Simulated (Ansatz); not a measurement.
## Ca on Hf(0001): change of the work function

How does Ca on the fcc site change the work function of Hf(0001) as the layer fills?

Main program and level: Ansatz 0.2.0; plane-wave DFT, PBE, Ansatz PAW.

### 1. The structure

The cell holds 4 atoms: 4 Hf. Its edges and angles: a = 3.200 Å, b = 3.200 Å, c = 25.594 Å, α = 90.0°, β = 90.0°, γ = 60.0°. Vacuum lies along c.

### 2. The clean slab

The bare slab comes first, as the zero from which every change is counted. The two lowest layers are held at bulk places and the upper ones relax. The dipole correction removes the false field that a one-sided slab makes across the periodic vacuum, so each face gets a flat vacuum level of its own.

Input file input.yaml:

```yaml
crystal:
  lattice:
    - [3.2, 0.0, 0.0]
    - [1.6, 2.7712812921, 0.0]
    - [0.0, 0.0, 25.5936]
  atoms:
    - { symbol: Hf, position: [0.6666666667, 0.6666666667, 0.3516504126] }
    - { symbol: Hf, position: [0.0, 0.0, 0.4505501375] }
    - { symbol: Hf, position: [0.6666666667, 0.6666666667, 0.5494498625] }
    - { symbol: Hf, position: [0.0, 0.0, 0.6483495874] }
kpoints:
  mp_grid: { grid: [12, 12, 1] }
hamiltonian:
  xc: pbe
scf:
  occupations: { method: fermi_dirac, width: 0.1 }
  convergence: { dr2_threshold: 1.0e-08 }
efield:
  axis: 3
  dipole_correction: true
  ramp_position: 0.97
  ramp_width: 0.06
relax:
  f_tol: 0.02
  max_steps: 60
  constraints: [{ sites: [0, 1] }]
output:
  write_potential: true
  write_density: true
  volumetric_format: npy
```

Launch:

```bash
$ ansatz run input.yaml --threads 4 --pin off --max-ram 16384MiB --backend cpu --events-out ev --progress --plain --runs-dir out
```

Output:

```text
Engine: ansatz 0.2.0, aarch64-unknown-linux-gnu
Pseudopotentials: kind: paw
Pseudopotential: Hf, paw, valence charge 26, recommended cutoff 420 eV (normal), Hf.paw.azcp
Functional definition: PBE
  parameter kappa = 0.804
  parameter beta = 0.066725
  exchange = pbe_x(kappa = kappa, mu = beta*pi^2/3)
  correlation = pbe_c(beta = beta)
Crystal: 4 atoms, lattice volume = 226.967 Å³
Basis set: ecut = 420 eV, 4501 PW (Γ), exchange–correlation on 48×48×360 points (8 copies of the dense FFT grid, shifted against one another)
Bands: 63, of which v1, the nominal top of the filled ones, is band 52 counted from 1 (51 counted from 0)
Symmetry: 6 space group operations
k-points: 19 of 144 (time reversal used)
Non-local potential: Hf, projectors of the file, l = 0: 3, l = 1: 2, l = 2: 2, l = 3: 3
PAW form: soft (Blöchl's): semilocal exchange-correlation on the pseudo side does not see the compensation charge
PAW one-centre angular grid: Hf, 590 points (default); XC on 64 Gauss nodes
Initial density: superposition of atomic densities (neutral atoms: chi_scale 0, normalization atom), corrected by the library's trained network
Initial wavefunctions: pseudopotential atomic-orbital guess
Functional: x = pbe(κ = 0.804, μ = 0.219515), c = pbe(β = 0.066725)
SCF iter   1: F=—  HF=-62883.574226 eV  |F-HF|=—  |Δ(HF+E_count)|=         —  Δρ=6.91e-3  dr2=2.48e0  ethr=1.77e-3  p=0.000 e·Å  D=2.71e-14 V/Å  ΔV_dip=-0.00 eV  dr2_dipole=5.24e-7  V_vac-E_F(+/−)=4.47/4.47 eV  ⟨swp⟩=5.7  Hψ=3956  notcnv=0
efield: sawtooth ramp at fractional position 0.9700 (set: `efield.ramp_position`, or a place that a band, a saddle search or an elastic batch's reference lends), width 0.0600; the density the first Hamiltonian is built on has a dipole p = 0.000 e·Å; the dipole correction subtracts the counter field D = 2.71e-14 V/Å, which shifts the + side's vacuum level by -0.00 eV against the − side's; the planar-averaged density in the ramp window peaks in size at 2.6e-5 e/Å³
preconditioner: auto → LDOS  [metal: Δε(μ)=0.011 eV  Ē_g=17.068 eV  σ=0.100 eV  W_gap=0.03  n_scr=60 (ndim 8)  ℏωp=24.1 eV  f_vac=0.553  D(μ)=6.26/eV (n_scr^D=18)  β→1.0]
SCF iter   2: F=—  HF=-62883.510512 eV  |F-HF|=—  |Δ(HF+E_count)|=   6.37e-2  Δρ=2.12e-3  dr2=5.30e-2  ethr=1.77e-3  p=-0.000 e·Å  D=-3.82e-6 V/Å  ΔV_dip=0.00 eV  dr2_dipole=6.74e-7  V_vac-E_F(+/−)=4.35/4.35 eV  ⟨swp⟩=2.1  Hψ=1531  notcnv=0  defer=7
SCF iter   3: F=—  HF=-62883.507732 eV  |F-HF|=—  |Δ(HF+E_count)|=   2.78e-3  Δρ=1.29e-3  dr2=1.82e-2  ethr=5.10e-5  p=0.000 e·Å  D=2.75e-6 V/Å  ΔV_dip=-0.00 eV  dr2_dipole=1.17e-7  V_vac-E_F(+/−)=4.38/4.38 eV  ⟨swp⟩=2.0  Hψ=2304  notcnv=0  defer=7
SCF iter   4: F=—  HF=-62883.506374 eV  |F-HF|=—  |Δ(HF+E_count)|=   1.36e-3  Δρ=3.13e-4  dr2=1.35e-3  ethr=1.75e-5  p=0.000 e·Å  D=1.63e-6 V/Å  ΔV_dip=-0.00 eV  dr2_dipole=2.59e-8  V_vac-E_F(+/−)=4.37/4.37 eV  ⟨swp⟩=1.8  Hψ=1505  notcnv=0  defer=7
SCF iter   5: F=—  HF=-62883.506585 eV  |F-HF|=—  |Δ(HF+E_count)|=   2.11e-4  Δρ=1.18e-4  dr2=3.29e-5  ethr=1.30e-6  p=0.000 e·Å  D=8.47e-7 V/Å  ΔV_dip=-0.00 eV  dr2_dipole=1.09e-8  V_vac-E_F(+/−)=4.36/4.36 eV  ⟨swp⟩=1.8  Hψ=1734  notcnv=0  defer=7
SCF iter   6: F=—  HF=-62883.506637 eV  |F-HF|=—  |Δ(HF+E_count)|=   5.19e-5  Δρ=4.63e-5  dr2=7.25e-6  ethr=3.16e-8  p=0.000 e·Å  D=5.79e-7 V/Å  ΔV_dip=-0.00 eV  dr2_dipole=1.52e-8  V_vac-E_F(+/−)=4.36/4.36 eV  ⟨swp⟩=2.2  Hψ=2138  notcnv=0  defer=7
SCF iter   7: F=—  HF=-62883.506507 eV  |F-HF|=—  |Δ(HF+E_count)|=   1.30e-4  Δρ=1.59e-5  dr2=7.02e-7  ethr=6.97e-9  p=0.000 e·Å  D=3.08e-7 V/Å  ΔV_dip=-0.00 eV  dr2_dipole=4.33e-9  V_vac-E_F(+/−)=4.36/4.36 eV  ⟨swp⟩=2.1  Hψ=2094  notcnv=0  defer=7
SCF iter   8: F=—  HF=-62883.506508 eV  |F-HF|=—  |Δ(HF+E_count)|=   1.20e-6  Δρ=6.71e-6  dr2=1.23e-7  ethr=6.75e-10  p=0.000 e·Å  D=2.18e-7 V/Å  ΔV_dip=-0.00 eV  dr2_dipole=8.53e-10  V_vac-E_F(+/−)=4.36/4.36 eV  ⟨swp⟩=2.1  Hψ=2101  notcnv=0  defer=7
SCF iter   9: F=—  HF=-62883.506508 eV  |F-HF|=—  |Δ(HF+E_count)|=   2.68e-7  Δρ=2.35e-6  dr2=1.92e-8  ethr=1.18e-10  p=0.000 e·Å  D=1.16e-7 V/Å  ΔV_dip=-0.00 eV  dr2_dipole=6.93e-14  V_vac-E_F(+/−)=4.36/4.36 eV  ⟨swp⟩=2.1  Hψ=2128  notcnv=0  defer=7
SCF iter  10: F=-62883.506508 eV  HF=-62883.506508 eV  |F-HF|=1.14e-8  |Δ(HF+E_count)|=   5.79e-8  Δρ=9.35e-7  dr2=3.60e-9  ethr=9.62e-12  p=0.000 e·Å  D=6.53e-8 V/Å  ΔV_dip=-0.00 eV  dr2_dipole=3.71e-14  V_vac-E_F(+/−)=4.36/4.36 eV  ⟨swp⟩=9.3  Hψ=8899  notcnv=0
SCF 1 converged in 10 iterations: F = -62883.506508 eV  dr2 = 3.60e-9
  greatest PAW one-centre occupation: 0.999 electrons in one spin orbital (limit 2), on the Hf atom at site 0 (counted from 0), in its partial waves of l = 0
relax step   1: F+E_penalty+E_count = -62883.50650814 eV  Δ(F+E_penalty+E_count) = +0.000e0 eV  max|allowed force component| = 8.192e-1 eV/Å  Δτ_max = 0.0000 Å  (10 SCF iters, accepted)
Initial density: handed on by an earlier stage of this run
Initial wavefunctions: those handed on with the density
SCF iter   1: F=—  HF=-62883.670937 eV  |F-HF|=—  |Δ(HF+E_count)|=         —  Δρ=9.48e-3  dr2=3.84e0  ethr=3.10e-3  p=0.000 e·Å  D=6.60e-8 V/Å  ΔV_dip=-0.00 eV  dr2_dipole=9.17e-1  V_vac-E_F(+/−)=4.38/4.38 eV  ⟨swp⟩=4.2  Hψ=2490  notcnv=0  defer=4
efield: sawtooth ramp at fractional position 0.9700 (set: `efield.ramp_position`, or a place that a band, a saddle search or an elastic batch's reference lends), width 0.0600; the density the first Hamiltonian is built on has a dipole p = 0.000 e·Å; the dipole correction subtracts the counter field D = 6.60e-8 V/Å, which shifts the + side's vacuum level by -0.00 eV against the − side's; the planar-averaged density in the ramp window peaks in size at 1.4e-7 e/Å³
preconditioner: auto → LDOS  [metal: Δε(μ)=0.008 eV  Ē_g=17.092 eV  σ=0.100 eV  W_gap=0.02  n_scr=60 (ndim 8)  ℏωp=24.1 eV  f_vac=0.557  D(μ)=5.33/eV (n_scr^D=16)  β→1.0]
SCF iter   2: F=—  HF=-62883.538296 eV  |F-HF|=—  |Δ(HF+E_count)|=   1.33e-1  Δρ=5.98e-3  dr2=4.50e-1  ethr=3.10e-3  p=0.009 e·Å  D=7.20e-3 V/Å  ΔV_dip=-0.18 eV  dr2_dipole=3.63e-2  V_vac-E_F(+/−)=4.18/4.36 eV  ⟨swp⟩=2.5  Hψ=1712  notcnv=0  defer=10
SCF iter   3: F=—  HF=-62883.508561 eV  |F-HF|=—  |Δ(HF+E_count)|=   2.97e-2  Δρ=2.78e-3  dr2=4.73e-2  ethr=4.33e-4  p=0.006 e·Å  D=4.46e-3 V/Å  ΔV_dip=-0.11 eV  dr2_dipole=3.42e-5  V_vac-E_F(+/−)=4.27/4.38 eV  ⟨swp⟩=3.0  Hψ=2355  notcnv=0  defer=10
[...]
SCF iter   7: F=—  HF=-62883.565817 eV  |F-HF|=—  |Δ(HF+E_count)|=   2.18e-6  Δρ=1.74e-5  dr2=7.22e-7  ethr=1.52e-8  p=0.002 e·Å  D=1.44e-3 V/Å  ΔV_dip=-0.04 eV  dr2_dipole=8.37e-8  V_vac-E_F(+/−)=4.34/4.38 eV  ⟨swp⟩=2.1  Hψ=2209  notcnv=0  defer=8
SCF iter   8: F=—  HF=-62883.565680 eV  |F-HF|=—  |Δ(HF+E_count)|=   1.37e-4  Δρ=6.75e-6  dr2=4.18e-7  ethr=6.94e-10  p=0.002 e·Å  D=1.36e-3 V/Å  ΔV_dip=-0.03 eV  dr2_dipole=1.31e-7  V_vac-E_F(+/−)=4.34/4.38 eV  ⟨swp⟩=2.2  Hψ=2159  notcnv=0  defer=8
SCF iter   9: F=—  HF=-62883.565680 eV  |F-HF|=—  |Δ(HF+E_count)|=   1.20e-7  Δρ=2.37e-6  dr2=6.97e-8  ethr=4.02e-10  p=0.002 e·Å  D=1.34e-3 V/Å  ΔV_dip=-0.03 eV  dr2_dipole=2.16e-8  V_vac-E_F(+/−)=4.34/4.38 eV  ⟨swp⟩=2.3  Hψ=1598  notcnv=0  defer=8
SCF iter  10: F=—  HF=-62883.565680 eV  |F-HF|=—  |Δ(HF+E_count)|=   2.58e-8  Δρ=9.36e-7  dr2=2.09e-8  ethr=6.70e-11  p=0.002 e·Å  D=1.33e-3 V/Å  ΔV_dip=-0.03 eV  dr2_dipole=7.64e-9  V_vac-E_F(+/−)=4.34/4.38 eV  ⟨swp⟩=2.1  Hψ=1661  notcnv=0  defer=8
SCF iter  11: F=-62883.565680 eV  HF=-62883.565680 eV  |F-HF|=6.62e-10  |Δ(HF+E_count)|=   3.39e-9  Δρ=3.51e-7  dr2=1.45e-9  ethr=9.62e-12  p=0.002 e·Å  D=1.32e-3 V/Å  ΔV_dip=-0.03 eV  dr2_dipole=2.40e-10  V_vac-E_F(+/−)=4.34/4.38 eV  ⟨swp⟩=9.8  Hψ=9095  notcnv=0
SCF 3 converged in 11 iterations: F = -62883.565680 eV  dr2 = 1.45e-9
relax step   3: F+E_penalty+E_count = -62883.56567999 eV  Δ(F+E_penalty+E_count) = -5.917e-2 eV  max|allowed force component| = 1.717e-1 eV/Å  Δτ_max = 0.0893 Å  (11 SCF iters, accepted)
[...]
relax step   4: F+E_penalty+E_count = -62883.56763627 eV  Δ(F+E_penalty+E_count) = -1.956e-3 eV  max|allowed force component| = 4.706e-2 eV/Å  Δτ_max = 0.0184 Å  (8 SCF iters, accepted)
SCF iter   1: F=—  HF=-62883.568121 eV  |F-HF|=—  |Δ(HF+E_count)|=         —  Δρ=3.45e-4  dr2=2.61e-3  ethr=5.67e-5  p=0.003 e·Å  D=2.04e-3 V/Å  ΔV_dip=-0.05 eV  dr2_dipole=3.65e-5  V_vac-E_F(+/−)=4.33/4.38 eV  ⟨swp⟩=2.0  Hψ=1658  notcnv=0  defer=9
efield: sawtooth ramp at fractional position 0.9700 (set: `efield.ramp_position`, or a place that a band, a saddle search or an elastic batch's reference lends), width 0.0600; the density the first Hamiltonian is built on has a dipole p = 0.003 e·Å; the dipole correction subtracts the counter field D = 2.04e-3 V/Å, which shifts the + side's vacuum level by -0.05 eV against the − side's; the planar-averaged density in the ramp window peaks in size at 1.6e-7 e/Å³
preconditioner: auto → LDOS  [metal: Δε(μ)=0.009 eV  Ē_g=17.042 eV  σ=0.100 eV  W_gap=0.02  n_scr=60 (ndim 8)  ℏωp=24.1 eV  f_vac=0.554  D(μ)=6.18/eV (n_scr^D=18)  β→1.0]
SCF iter   2: F=—  HF=-62883.567979 eV  |F-HF|=—  |Δ(HF+E_count)|=   1.42e-4  Δρ=1.79e-4  dr2=3.66e-4  ethr=2.51e-6  p=0.002 e·Å  D=1.74e-3 V/Å  ΔV_dip=-0.04 eV  dr2_dipole=1.22e-5  V_vac-E_F(+/−)=4.34/4.38 eV  ⟨swp⟩=2.0  Hψ=1515  notcnv=0  defer=9
SCF iter   3: F=—  HF=-62883.567967 eV  |F-HF|=—  |Δ(HF+E_count)|=   1.25e-5  Δρ=8.58e-5  dr2=3.95e-5  ethr=3.52e-7  p=0.002 e·Å  D=1.86e-3 V/Å  ΔV_dip=-0.05 eV  dr2_dipole=3.65e-8  V_vac-E_F(+/−)=4.33/4.38 eV  ⟨swp⟩=2.0  Hψ=2093  notcnv=0  defer=9
SCF iter   4: F=—  HF=-62883.567971 eV  |F-HF|=—  |Δ(HF+E_count)|=   4.31e-6  Δρ=2.41e-5  dr2=7.73e-6  ethr=3.79e-8  p=0.002 e·Å  D=1.84e-3 V/Å  ΔV_dip=-0.05 eV  dr2_dipole=2.66e-6  V_vac-E_F(+/−)=4.33/4.38 eV  ⟨swp⟩=2.0  Hψ=2095  notcnv=0  defer=9
SCF iter   5: F=—  HF=-62883.567835 eV  |F-HF|=—  |Δ(HF+E_count)|=   1.36e-4  Δρ=9.27e-6  dr2=2.80e-7  ethr=7.43e-9  p=0.002 e·Å  D=1.84e-3 V/Å  ΔV_dip=-0.05 eV  dr2_dipole=1.37e-9  V_vac-E_F(+/−)=4.33/4.38 eV  ⟨swp⟩=2.0  Hψ=1657  notcnv=0  defer=9
SCF iter   6: F=—  HF=-62883.567835 eV  |F-HF|=—  |Δ(HF+E_count)|=   7.87e-8  Δρ=3.23e-6  dr2=5.28e-8  ethr=2.69e-10  p=0.002 e·Å  D=1.85e-3 V/Å  ΔV_dip=-0.05 eV  dr2_dipole=4.35e-9  V_vac-E_F(+/−)=4.33/4.38 eV  ⟨swp⟩=2.0  Hψ=2116  notcnv=0  defer=9
SCF iter   7: F=—  HF=-62883.567835 eV  |F-HF|=—  |Δ(HF+E_count)|=   3.57e-8  Δρ=1.30e-6  dr2=1.03e-8  ethr=9.62e-12  p=0.002 e·Å  D=1.86e-3 V/Å  ΔV_dip=-0.05 eV  dr2_dipole=3.94e-10  V_vac-E_F(+/−)=4.33/4.38 eV  ⟨swp⟩=10.3  Hψ=9635  notcnv=0
SCF iter   8: F=-62883.567835 eV  HF=-62883.567835 eV  |F-HF|=5.09e-11  |Δ(HF+E_count)|=   6.89e-9  Δρ=5.25e-7  dr2=1.69e-9  ethr=9.62e-12  p=0.002 e·Å  D=1.86e-3 V/Å  ΔV_dip=-0.05 eV  dr2_dipole=5.32e-10  V_vac-E_F(+/−)=4.33/4.38 eV  ⟨swp⟩=9.7  Hψ=8498  notcnv=0
SCF 5 converged in 8 iterations: F = -62883.567835 eV  dr2 = 1.69e-9
relax step   5: F+E_penalty+E_count = -62883.56783470 eV  Δ(F+E_penalty+E_count) = -1.984e-4 eV  max|allowed force component| = 1.704e-3 eV/Å  Δτ_max = 0.0094 Å  (8 SCF iters, accepted)
NSCF: frozen V_eff on 19 k-points
the band table was solved once a step of the walk had ended and its energy, with any forces and stress, was formed, with the checks that follow a solve (5245 applications of the Hamiltonian). They found nothing against the state; the energy, forces and stress were not computed again (output.eigenvalues in the input reference)
WARN: The output density's exchange-correlation potential varies sharply where the density is thin. Do not read a vacuum level from v_tot or v_xc, or from such a field of the output density. On a cell that repeats whose density bears no net charge and no dipole along the vacuum's axis use v_es (v_loc + v_h of the components); under efield.dipole_correction with no amplitude use v_es + v_field, which holds any externa [...]
SCF converged after 8 iterations
Free energy (F): -62883.567835 eV
Harris-Foulkes:  -62883.567835 eV  (|F-HF|=5.09e-11)
Internal energy: -62883.372085 eV  (E = F + TS)
E sigma→0 (E₀):  -62883.469960 eV
Entropy (-TS):   -0.195750 eV (-48.937 meV/atom)
Fermi energy:    5.322127 eV
Dipole field:    D = 0.001891 V/Å  (p = 0.002372 e·Å, saw-weighted, corrected)
Work function:   Φ+ = 4.3323 eV   Φ− = 4.3807 eV
Levels:          The Fermi level and band energies are counted from a zero that moves with the ramp; work functions are not
--- Per-component energies (eV) ---
  E_band       = -1375.554868
  E_kinetic    = 1692.852933
  E_local      = -198039.683772  (includes V_loc(G=0)·N_el)
  E_nonlocal   = -4977.793772
  E_hartree    = 97660.541322
  E_xc         = -1197.750381
  E_vxc        = -1061.044369  (∫ρ·V_xc dr)
  E_paw        = -27710.418735  (= ΣΔE_a)
  E_vpaw       = 5689.037659  (= ΣTr[D̂ρ^β])
  E_aug_tail   = -0.000005  (compensation charges beyond the density's cutoff)
  E_efield     = 0.000002  (sawtooth field / dipole correction)
  E_vefield    = -0.003193  (∫n·V_field dr)
  E_ewald      = 69688.880323
  E_smearing   = -0.195750  (= −TS)
  E_closure    = -0.000000  (closes the sum)
  Σ components = -62883.567835   (vs F -62883.567835, Δ=0.00e0)
--- Forces (eV/Å), atoms counted from 1 ---
  atom   1  Hf    -0.00000000     0.00000000     0.66028476
  atom   2  Hf     0.00000000    -0.00000000    -0.65727949
  atom   3  Hf    -0.00000000     0.00000000    -0.00130238
  atom   4  Hf     0.00000000    -0.00000000    -0.00170409
  max |Σ_I F_I| component: 1.19e-6 eV/Å
--- Band table (eV; the first three rows and the last of 19) ---
  k-point 0: bands = [... 48 lower, 5.0697, 5.3423, 5.7534, 6.0479, 6.3967, 6.3967, 6.4979, 6.4979, ... 7 higher]
  k-point 1: bands = [... 48 lower, 4.9871, 5.2870, 5.5948, 5.9285, 6.2135, 6.2357, 6.5548, 6.5574, ... 7 higher]
  k-point 2: bands = [... 48 lower, 4.6880, 4.9972, 5.1933, 5.5914, 5.7265, 5.9912, 6.3752, 6.6642, ... 7 higher]
  k-point 18: bands = [... 48 lower, 4.0352, 4.2042, 4.2896, 5.2805, 5.3081, 5.4817, 5.5196, 5.7372, ... 7 higher]
--- Relaxed structure (5 steps of the walk, 4 accepted, 0 SCFs on fresh bases) ---
  F+E_penalty+E_count = -62883.56783470 eV   max|allowed force component| = 1.704e-3 eV/Å
  atoms:
    - { symbol: Hf, position: [0.666667, 0.666667, 0.3516504126] }
    - { symbol: Hf, position: [0.0, 0.0, 0.4505501375] }
    - { symbol: Hf, position: [0.666667, 0.666667, 0.553686] }
    - { symbol: Hf, position: [0, 0, 0.646654] }
```

It took 33 s on 4 threads of Arm Neoverse V1, shared host; peak memory 0.71 GiB.

The steps of the relaxation:

```csv
step,energy less that of the first step (eV),largest force component (eV/Å)
1,0.0000,0.8192
2,0.0064,1.1135
3,-0.0592,0.1717
4,-0.0611,0.0471
5,-0.0613,0.0017
```

Relaxation step 2 was tried and not accepted.

Forces are held to the 6 operations that the program found; a distortion that breaks them can't arise in this run.

The atoms that moved most (Å):

| atom | dx | dy | dz | length |
| --- | --- | --- | --- | --- |
| Hf3 | 0.000 | 0.000 | 0.108 | 0.108 |
| Hf4 | 0.000 | 0.000 | -0.043 | 0.043 |

Read from the output:

| Property | Result |
| --- | --- |
| energy at zero smearing | -62883.4700 eV |
| work function, upper face | 4.332 eV |
| work function, lower face | 4.381 eV |
| dipole along the normal | 0.002372 e·Å |
| step between the vacuum levels | -0.04841 eV |

Running mean over 2.5312 Å of the planar mean; the ramp of the sawtooth is left out. Electron's electrostatic potential energy less the Fermi level against z:

| z (Å) | electron's electrostatic potential energy less the Fermi level (eV) |
| --- | --- |
| 3.0 | 4.38 |
| 3.5 | 4.38 |
| 4.0 | 4.38 |
| 4.5 | 4.37 |
| 5.0 | 4.35 |
| 5.5 | 4.30 |
| 6.0 | 4.13 |
| 6.5 | 3.64 |
| 7.0 | 2.31 |
| 7.5 | -0.568 |
| 8.0 | -4.04 |
| 8.5 | -6.61 |
| 9.0 | -7.41 |
| 9.5 | -7.41 |
| 10.0 | -7.30 |
| 10.5 | -7.25 |
| 11.0 | -7.26 |
| 11.5 | -7.25 |
| 12.0 | -7.07 |
| 12.5 | -6.75 |
| 13.0 | -6.68 |
| 13.5 | -6.90 |
| 14.0 | -7.23 |
| 14.5 | -7.58 |
| 15.0 | -8.07 |
| 15.5 | -8.20 |
| 16.0 | -7.96 |
| 16.5 | -7.55 |
| 17.0 | -6.75 |
| 17.5 | -4.37 |
| 18.0 | -0.937 |
| 18.5 | 2.06 |
| 19.0 | 3.51 |
| 19.5 | 4.05 |
| 20.0 | 4.24 |
| 20.5 | 4.30 |
| 21.0 | 4.32 |
| 21.5 | 4.33 |
| 22.0 | 4.33 |
| 22.5 | 4.33 |

The relaxation took 5 steps and lowered the energy by 0.061 eV; the largest force on the free atoms ends at 0.0017 eV/Å.

The work function of the upper face is 4.33 eV.

(Part 1 of 3 ends here.)

[Long decimals in the printed logs are rounded to 6 places.]

[Logs are printed without paths, hosts, clocks, repeated set-up lines and the standing remarks that a program may print on its own settings, such as how far it seeks lower states.]

[Hosts, paths, dates, database ids (printed as entryN), source tags and the programs' standing remarks are cut or masked in the printed files.]

[Maps of the electrostatic potential energy from Ansatz leave out the sawtooth potential of an applied field or a dipole correction, so their vacuum need not be flat; planar profiles and work functions include it.]
